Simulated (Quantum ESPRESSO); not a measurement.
**CoSi: which magnetic order is lowest**

Aim: find out which collinear order of CoSi costs least.

Program: Quantum ESPRESSO 7.5. Level of theory: PBEsol; plane waves with GBRV 1.5 PBEsol potentials, no spin-orbit coupling. Results are calculated unless marked as measured.

The database entry behind the starting cell differs from later determinations by our own check (0.1 to 0.3 % short, probably kX units), so it need not match the best structure at ambient conditions.

## 1. Starting point

It takes space group P2_13 (No. 198, cubic). The conventional cell has a = 4.438 Å, b = 4.438 Å, c = 4.438 Å, α = 90.00°, β = 90.00°, γ = 90.00°. Nearest to Co lie 7 Si at 2.28 to 2.47 Å. Nearest to Si lie 7 Co at 2.28 to 2.47 Å. Farther neighbours are not listed.

The cell comes from the Crystallography Open Database.

## 2. Run 1, typed as ferro ++++

The signs are those of the starting moments on the seeded atoms, the atoms that are given a moment.

pw.in reads:

```
&CONTROL
  calculation = 'scf'
  prefix = 'pwscf'
  outdir = './tmp'
  pseudo_dir = './pseudo'
  disk_io = 'nowf'
/
&SYSTEM
  ibrav = 0
  celldm(1) = 8
  nat = 8
  ntyp = 2
  ecutwfc = 40
  ecutrho = 280
  nbnd = 59
  occupations = 'smearing'
  smearing = 'fd'
  degauss = 0.00367493
  nspin = 2
  starting_magnetization(1) = 0.1176
  starting_magnetization(2) = 0
/
&ELECTRONS
  conv_thr = 1.6d-08
  electron_maxstep = 150
  mixing_beta = 0.3
/
ATOMIC_SPECIES
Co     58.9332 co_pbesol_v1.2.uspp.F.UPF
Si     28.0850 si_pbesol_v1.uspp.F.UPF
CELL_PARAMETERS alat
   1.0483255676361    0.0000000000000    0.0000000000000
   0.0000000000000    1.0483255676361    0.0000000000000
   0.0000000000000    0.0000000000000    1.0483255676361
ATOMIC_POSITIONS crystal
Co      0.1400000000    0.1400000000    0.1400000000
Co      0.3600000000    0.8600000000    0.6400000000
Co      0.6400000000    0.3600000000    0.8600000000
Co      0.8600000000    0.6400000000    0.3600000000
Si      0.8430000000    0.8430000000    0.8430000000
Si      0.6570000000    0.1570000000    0.3430000000
Si      0.3430000000    0.6570000000    0.1570000000
Si      0.1570000000    0.3430000000    0.6570000000
K_POINTS automatic
8 8 8 0 0 0
```

Launch:

```sh
$ OMP_NUM_THREADS=1 mpirun -n 4 pw.x -nk 4 -in pw.in > pw.out
```

What it wrote:

```text
Program PWSCF v.7.5 starts

     Message from routine setup:
     using ibrav=0 with symmetry is DISCOURAGED, use correct ibrav instead

     K-points division:     npool     =       4
     Subspace diagonalization in iterative solution of the eigenvalue problem:

     G-vector sticks info
     --------------------
     sticks:   dense  smooth     PW     G-vecs:    dense   smooth      PW
     Sum        1565     885    277                46681    20197    3407

     Using Slab Decomposition

     bravais-lattice index     =            0
     lattice parameter (alat)  =       8.0000  a.u.
     unit-cell volume          =     589.8730 (a.u.)^3
     number of atoms/cell      =            8
     number of atomic types    =            2
     number of electrons       =        84.00
     number of Kohn-Sham states=           59
     kinetic-energy cutoff     =      40.0000  Ry
     charge density cutoff     =     280.0000  Ry
     scf convergence threshold =      1.6E-08
     mixing beta               =       0.3000
     number of iterations used =            8  plain     mixing
     Exchange-correlation= SLA  PW   PSX  PSC
                           (   1   4  10   8   0   0   0)

     celldm(1)=   8.000000  celldm(2)=   0.000000  celldm(3)=   0.000000
     celldm(4)=   0.000000  celldm(5)=   0.000000  celldm(6)=   0.000000

     crystal axes: (cart. coord. in units of alat)
               a(1) = (   1.048326   0.000000   0.000000 )
               a(2) = (   0.000000   1.048326   0.000000 )
               a(3) = (   0.000000   0.000000   1.048326 )

     reciprocal axes: (cart. coord. in units 2 pi/alat)
               b(1) = (  0.953902  0.000000  0.000000 )
               b(2) = (  0.000000  0.953902  0.000000 )
               b(3) = (  0.000000  0.000000  0.953902 )

     PseudoPot. # 1 for Co read from file:
     co_pbesol_v1.2.uspp.F.UPF
     Pseudo is Ultrasoft + core correction, Zval = 17.0
     Generated by new atomic code, or converted to UPF format
     Using radial grid of  863 points,  6 beta functions with:
                l(1) =   0
                l(2) =   0
                l(3) =   1
                l(4) =   1
                l(5) =   2
                l(6) =   2
     Q(r) pseudized with  8 coefficients,  rinner =    1.200   1.200   1.200
                                                       1.200   1.200

     PseudoPot. # 2 for Si read from file:
     si_pbesol_v1.uspp.F.UPF
     Pseudo is Ultrasoft + core correction, Zval =  4.0
     Generated by new atomic code, or converted to UPF format
     Using radial grid of  899 points,  6 beta functions with:
                l(1) =   0
                l(2) =   0
                l(3) =   1
                l(4) =   1
                l(5) =   2
                l(6) =   2
     Q(r) pseudized with  8 coefficients,  rinner =    0.900   0.900   0.900
                                                       0.900   0.900

     atomic species   valence    mass     pseudopotential
     Co               17.00    58.93320     Co( 1.00)
     Si                4.00    28.08500     Si( 1.00)

     Starting magnetic structure
     atomic species   magnetization
     Co              0.118
     Si              0.000

     12 Sym. Ops. (no inversion) found ( 9 have fractional translation)

   Cartesian axes

     site n.     atom                  positions (alat units)
         1        Co     tau(   1) = (   0.1467656   0.1467656   0.1467656  )
         2        Co     tau(   2) = (   0.3773972   0.9015600   0.6709284  )
         3        Co     tau(   3) = (   0.6709284   0.3773972   0.9015600  )
         4        Co     tau(   4) = (   0.9015600   0.6709284   0.3773972  )
         5        Si     tau(   5) = (   0.8837385   0.8837385   0.8837385  )
         6        Si     tau(   6) = (   0.6887499   0.1645871   0.3595757  )
         7        Si     tau(   7) = (   0.3595757   0.6887499   0.1645871  )
         8        Si     tau(   8) = (   0.1645871   0.3595757   0.6887499  )

     number of k points=    45  Fermi-Dirac smearing, width (Ry)=  0.0037
                       cart. coord. in units 2pi/alat
        k(    1) = (   0.0000000   0.0000000   0.0000000), wk =   0.0019531
        k(    2) = (   0.0000000   0.0000000   0.1192378), wk =   0.0117188
        k(    3) = (   0.0000000   0.0000000   0.2384755), wk =   0.0117188
        k(    4) = (   0.0000000   0.0000000   0.3577133), wk =   0.0117188
        k(    5) = (   0.0000000   0.0000000  -0.4769511), wk =   0.0058594
        [... 40 further k-points ...]

     Dense  grid:    46681 G-vectors     FFT dimensions: (  48,  48,  48)

     Smooth grid:    20197 G-vectors     FFT dimensions: (  36,  36,  36)

     Check: negative core charge=   -0.000027
     Generating pointlists ...
     new r_m :   0.2225 (alat units)  1.7796 (a.u.) for type    1
     new r_m :   0.2225 (alat units)  1.7796 (a.u.) for type    2

     Initial potential from superposition of free atoms

     starting charge      79.9974, renormalised to      84.0000
     Starting wfcs are   68 randomized atomic wfcs

     Self-consistent Calculation

     iteration #  1     ecut=    40.00 Ry     beta= 0.30
     Davidson diagonalization with overlap
     ethr =  1.00E-02,  avg # of iterations =  4.8

     total energy              =   -1209.98016696 Ry
     estimated scf accuracy    <      62.58342526 Ry

     total magnetization       =     2.30 Bohr mag/cell
     absolute magnetization    =     3.01 Bohr mag/cell

     iteration #  2     ecut=    40.00 Ry     beta= 0.30
     Davidson diagonalization with overlap
     ethr =  1.00E-02,  avg # of iterations =  3.0

     total energy              =   -1228.53296527 Ry
     estimated scf accuracy    <      48.22381300 Ry

     total magnetization       =     0.28 Bohr mag/cell
     absolute magnetization    =     0.46 Bohr mag/cell

     iteration #  3     ecut=    40.00 Ry     beta= 0.30
     Davidson diagonalization with overlap
     ethr =  1.00E-02,  avg # of iterations =  2.0

     total energy              =   -1231.66691737 Ry
     estimated scf accuracy    <       2.95986076 Ry

     total magnetization       =     0.90 Bohr mag/cell
     absolute magnetization    =     2.09 Bohr mag/cell

     [... further iterations left out ...]

     iteration # 12     ecut=    40.00 Ry     beta= 0.30
     Davidson diagonalization with overlap
     ethr =  2.92E-07,  avg # of iterations =  1.5

     total energy              =   -1231.73937090 Ry
     estimated scf accuracy    <       0.00000126 Ry

     total magnetization       =    -0.00 Bohr mag/cell
     absolute magnetization    =     0.00 Bohr mag/cell

     iteration # 13     ecut=    40.00 Ry     beta= 0.30
     Davidson diagonalization with overlap
     ethr =  1.50E-09,  avg # of iterations =  4.3

     total energy              =   -1231.73937172 Ry
     estimated scf accuracy    <       0.00000138 Ry

     total magnetization       =     0.00 Bohr mag/cell
     absolute magnetization    =     0.00 Bohr mag/cell

     iteration # 14     ecut=    40.00 Ry     beta= 0.30
     Davidson diagonalization with overlap
     ethr =  1.50E-09,  avg # of iterations =  1.5

     total energy              =   -1231.73937186 Ry
     estimated scf accuracy    <       0.00000003 Ry

     total magnetization       =     0.00 Bohr mag/cell
     absolute magnetization    =     0.00 Bohr mag/cell

     iteration # 15     ecut=    40.00 Ry     beta= 0.30
     Davidson diagonalization with overlap
     ethr =  3.63E-11,  avg # of iterations =  2.7

     Magnetic moment per site  (integrated on atomic sphere of radius R)
     atom   1 (R=0.222)  charge= 15.2936  magn=  0.0001
     atom   2 (R=0.222)  charge= 15.2936  magn=  0.0001
     atom   3 (R=0.222)  charge= 15.2936  magn=  0.0001
     atom   4 (R=0.222)  charge= 15.2936  magn=  0.0001
     atom   5 (R=0.222)  charge=  1.6999  magn= -0.0000
     atom   6 (R=0.222)  charge=  1.6999  magn= -0.0000
     atom   7 (R=0.222)  charge=  1.6999  magn= -0.0000
     atom   8 (R=0.222)  charge=  1.6999  magn= -0.0000

     End of self-consistent calculation

     [... lines left out ...]
     the Fermi energy is    16.3900 ev

!    total energy              =   -1231.73937188 Ry
     estimated scf accuracy    <          4.4E-09 Ry
     smearing contrib. (-TS)   =      -0.00104727 Ry
     internal energy E=F+TS    =   -1231.73832461 Ry

     The total energy is F=E-TS. E is the sum of the following terms:
     one-electron contribution =    -812.44297641 Ry
     hartree contribution      =     457.95406623 Ry
     xc contribution           =    -147.47014393 Ry
     ewald contribution        =    -729.77927050 Ry

     total magnetization       =     0.00 Bohr mag/cell
     absolute magnetization    =     0.00 Bohr mag/cell

     convergence has been achieved in  15 iterations

=------------------------------------------------------------------------------=
   JOB DONE.
=------------------------------------------------------------------------------=
```

It took 4.3 min on 4 MPI ranks of Intel Xeon at 2.50GHz (Skylake/Cascade Lake), shared host; peak memory 0.68 GiB; 15 min of CPU time.

Spin moment in the atom's sphere by atom:

```
atom  spin moment in the atom's sphere (μB)
 Co1                                 0.0001
 Co2                                 0.0001
 Co3                                 0.0001
 Co4                                 0.0001
 Si5                                 0.0000
 Si6                                 0.0000
 Si7                                 0.0000
 Si8                                 0.0000
```

This step gave:

* smearing term TS: 0.01425 eV
* magnetization: 0 μB
* absolute magnetization: 0 μB
* final state: non-magnetic

(Continued in part 2 of 2.)

[Logs and program files are shortened in this print: banners, set-up blocks, solver, clock and traceback lines can be left out without a mark of their own.]

[Logs are printed without paths, hosts, clocks, repeated set-up lines and the standing remarks that a program may print on its own settings, such as how far it seeks lower states.]

[Hosts, paths, dates, database ids (printed as entryN), source tags and the programs' standing remarks are cut or masked in the printed files.]

[Where a cell is said to come from a database of computed structures, the database is the Materials Project.]
